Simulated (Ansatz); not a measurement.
# How fast states decay through Rb2LiBF6, part 3 of 3

A new crystal, Rb2LiBF6: structure, gap and complex bands. It is built by putting B for Al in the Rb2LiAlF6 structure of space group Fm-3m, with the volume rescaled by atomic radii. The parent structure comes from the Materials Project.

Ansatz 0.2.0; LDA DFT, plane waves, PAW files (the session's first sound run).

So far, gap on the k-mesh (eV): step 3 (band edges, LDA) 7.43; step 5 (r2SCAN, cutoff 500 eV) 8.61.

The structure was built from a prototype and need not be the compound's stable phase.

## Step 6: Complex bands at another level, cutoff 500 eV

This step: r2SCAN DFT, plane waves, PAW files; complex bands by layer matching along the plane's normal (Ansatz 0.2.0).

The complex bands at that level, over its own gap, at (0, 0) and (0.5, 0).

Contents of input.yaml:

```yaml
crystal:
  lattice:
    - [5.443193457, 0.0, 0.0]
    - [0.0, 5.443193457, 0.0]
    - [2.721596729, 2.721596729, 3.848919005]
  atoms:
    - { symbol: Rb, position: [0.75, 0.25, 0.5] }
    - { symbol: Rb, position: [0.25, 0.75, 0.5] }
    - { symbol: Li, position: [0.5, 0.5, 0.0] }
    - { symbol: B, position: [0.0, 0.0, 0.0] }
    - { symbol: F, position: [0.2122936915, 0.7877063085, 0.0] }
    - { symbol: F, position: [0.7877063085, 0.7877063085, 0.424587383] }
    - { symbol: F, position: [0.7877063085, 0.2122936915, 0.0] }
    - { symbol: F, position: [0.2122936915, 0.2122936915, 0.0] }
    - { symbol: F, position: [0.7877063085, 0.7877063085, 0.0] }
    - { symbol: F, position: [0.2122936915, 0.2122936915, 0.575412617] }
kpoints:
  mp_grid: { grid: [6, 6, 6] }
scf:
  occupations: { method: fixed }
hamiltonian:
  xc: r2scan
output:
  eigenvalues: true
  transmission:
    leads: [[0, 0]]
    kpoints: [[0.0, 0.0], [0.5, 0.0]]
    e_range: [-1.0, 9.61]
    de: 0.18
```

Run with:

```bash
ansatz run input.yaml --threads 2 --pin off --max-ram 4096MiB --backend cpu --events-out ev --progress --plain --runs-dir out
```

Numbers of over 12 decimals in the logs are rounded to 6 here.

The program printed:

```text
[...]
Crystal: 10 atoms, lattice volume = 114.037 Å³
Basis set: ecut = 500 eV, 2891 PW (Γ), exchange–correlation on 160×160×160 points (64 copies of the dense FFT grid, shifted against one another)
Bands: 43, of which v1, the nominal top of the filled ones, is band 33 counted from 1 (32 counted from 0)
Symmetry: 48 space group operations
[...]
k-points: 16 of 216
[...]
SCF iter   1: F=—  HF=-11786.273860 eV  |F-HF|=—  |Δ(HF+E_count)|=         —  Δρ=9.62e-3  dr2=9.03e-2  dr2_τ=2.86e-1  ethr=1.77e-3  ⟨swp⟩=5.0  Hψ=2722  notcnv=0  defer=85
[...]
SCF iter   6: F=-11786.508648 eV  HF=-11786.508648 eV  |F-HF|=1.77e-8  |Δ(HF+E_count)|=   4.78e-7  Δρ=9.09e-6  dr2=8.41e-8  dr2_τ=5.49e-9  ethr=1.52e-10  ⟨swp⟩=12.2  Hψ=3520  notcnv=0
SCF 1 converged in 6 iterations: F = -11786.508648 eV  dr2 = 8.41e-8
[...]
transmission: 7 of 14 steps passed
transmission: 14 of 14 steps passed
SCF converged after 6 iterations
Free energy (F): -11786.508648 eV
[...]
Internal energy: -11786.508648 eV  (E = F + TS)
E sigma→0 (E₀):  -11786.508648 eV
Fermi energy:    3.278240 eV
[...]
--- Band table (eV; the first three rows and the last of 16) ---
  k-point 0: bands = [... 29 lower, 2.8578, 3.2782, 3.2782, 3.2782, 11.8866, 13.9015, 13.9015, 13.9015, ... 6 higher]
  k-point 1: bands = [... 29 lower, 2.7929, 3.2038, 3.2038, 3.2722, 12.3302, 14.1221, 14.2199, 14.2199, ... 6 higher]
  k-point 2: bands = [... 29 lower, 2.7109, 3.0435, 3.0435, 3.2603, 13.3685, 14.5796, 14.8363, 14.9366, ... 6 higher]
  k-point 15: bands = [... 29 lower, 2.6688, 2.9749, 3.1261, 3.1274, 14.1509, 14.4279, 15.0751, 15.4142, ... 6 higher]
--- Transmission ---
  basis      : 305 plane waves across, 7 finite elements along
  points     : 2, as listed
[...]
channels       : 0.000000e0 a spin
[...]
slowest decay  : 0.6067 /Å at (0.0000, 0.0000)
```

The job ended after 64 s (2 threads of Intel Xeon 6975P-C (Granite Rapids), shared host; peak memory 1.2 GiB).

Numbers from this step:

* gap on the k-mesh: 8.608 eV
* level to which the leads are filled: 4.304 eV from the Fermi level
* decay constant at the filling level, zone centre: 0.6067 Å⁻¹
* decay constant at the filling level, slowest listed point: 0.6067 Å⁻¹

K parallel (0, 0); values up to 1.5 1/Å, a degenerate pair printed once or twice; energies at which all values exceed this have no row. Table of Im kz of the slowest decaying states by energy, zero at the highest filled level on the SCF mesh:

| energy (eV) | decay 1 (Å⁻¹) | decay 2 (Å⁻¹) | decay 3 (Å⁻¹) | decay 4 (Å⁻¹) |
| --- | --- | --- | --- | --- |
| -1.000 | 0.0303 | 0.257 | 0.299 | 0.402 |
| -0.460 | 0.284 | 0.422 | 0.532 | 0.569 |
| 0.080 | 0.264 | 0.346 | 0.487 | 0.502 |
| 0.440 | 0.433 | 0.537 | 0.545 | 0.576 |
| 0.980 | 0.521 | 0.571 | 0.646 | 0.725 |
| 1.520 | 0.586 | 0.697 | 0.812 | 0.831 |
| 2.060 | 0.613 | 0.732 | 0.851 | 0.863 |
| 2.420 | 0.626 | 0.749 | 0.858 | 0.887 |
| 2.960 | 0.638 | 0.768 | 0.864 | 0.913 |
| 3.500 | 0.624 | 0.664 | 0.778 | 0.864 |
| 4.040 | 0.612 | 0.676 | 0.783 | 0.859 |
| 4.580 | 0.595 | 0.682 | 0.782 | 0.849 |
| 4.940 | 0.581 | 0.683 | 0.778 | 0.835 |
| 5.480 | 0.556 | 0.680 | 0.767 | 0.802 |
| 6.020 | 0.523 | 0.672 | 0.751 | 0.765 |
| 6.560 | 0.483 | 0.660 | 0.723 | 0.729 |
| 6.920 | 0.449 | 0.648 | 0.693 | 0.711 |
| 7.460 | 0.386 | 0.626 | 0.643 | 0.678 |
| 8.000 | 0.292 | 0.587 | 0.596 | 0.637 |
| 8.540 | 0.101 | 0.526 | 0.557 | 0.585 |
| 9.080 | 0.457 | 0.504 | 0.520 | 0.558 |

K parallel (0.5, 0); values up to 1.5 1/Å, a degenerate pair printed once or twice; energies at which all values exceed this have no row. Im kz of the slowest decaying states against energy, zero at the highest filled level on the SCF mesh:

| energy (eV) | decay 1 (Å⁻¹) | decay 2 (Å⁻¹) | decay 3 (Å⁻¹) | decay 4 (Å⁻¹) |
| --- | --- | --- | --- | --- |
| -1.00 | 0.0915 | 0.362 | 0.478 | 0.531 |
| -0.46 | 0.122 | 0.172 | 0.356 | 0.592 |
| 0.08 | 0.418 | 0.513 | 0.691 | 0.759 |
| 0.62 | 0.581 | 0.842 | 0.842 | 0.849 |
| 1.16 | 0.678 | 0.861 | 0.905 | 1.08 |
| 1.52 | 0.730 | 0.862 | 0.933 | 1.15 |
| 2.06 | 0.770 | 0.838 | 0.958 | 0.972 |
| 2.60 | 0.807 | 0.869 | 0.969 | 1.01 |
| 3.14 | 0.850 | 0.889 | 0.975 | 1.04 |
| 3.68 | 0.902 | 0.903 | 0.977 | 1.07 |
| 4.22 | 0.909 | 0.974 | 0.999 | 1.09 |
| 4.76 | 0.909 | 0.967 | 1.02 | 1.12 |
| 5.30 | 0.904 | 0.957 | 0.997 | 1.16 |
| 5.84 | 0.893 | 0.942 | 0.991 | 1.21 |
| 6.38 | 0.860 | 0.878 | 0.925 | 1.17 |
| 6.92 | 0.785 | 0.858 | 0.903 | 1.16 |
| 7.28 | 0.743 | 0.841 | 0.887 | 1.15 |
| 7.82 | 0.685 | 0.787 | 0.836 | 0.858 |
| 8.36 | 0.626 | 0.713 | 0.825 | 0.836 |
| 8.90 | 0.563 | 0.646 | 0.787 | 0.809 |
| 9.44 | 0.484 | 0.584 | 0.742 | 0.745 |

At the listed wavevectors the last open channel is at -0.10 eV and the next at +8.72 eV on the grid. At +4.22 eV, the grid energy nearest the filling level (the middle of the gap on the SCF mesh), the slowest state at the listed wavevectors decays with κ = 0.607 Å⁻¹, its amplitude falling by e over 1.6 Å; the first such run, plane (001), gave 0.561 Å⁻¹.

## Step 7: Results

| Property | Result |
| --- | --- |
| band gap | 7.43 eV |
| least decay constant at mid-gap, normal to (001) | 0.561 Å⁻¹ |
| least decay constant, r2SCAN | 0.607 Å⁻¹ |

What this shows: With LDA, the slowest decay at the wavevectors tried is κ = 0.561 Å⁻¹, normal to (001). Through such a film the transmission near mid-gap falls as exp(−2κd), a factor of ten every 2.1 Å. A free electron under a barrier of half the gap would need a mass of 0.32 mₑ to decay at this rate. With r2SCAN the gap goes from 7.43 to 8.61 eV and the decay constant, over the first 2 listed wavevectors, from 0.561 to 0.607 Å⁻¹. The compound is made up by substitution; its stability against other phases and against distortions of the cell's symmetry was not tested. A semilocal functional narrows gaps, so real decay constants are likely larger.

[Logs are printed without paths, hosts, clocks, repeated set-up lines and the standing remarks that a program may print on its own settings, such as how far it seeks lower states.]

[Hosts, paths, dates, database ids (printed as entryN), source tags and the programs' standing remarks are cut or masked in the printed files.]
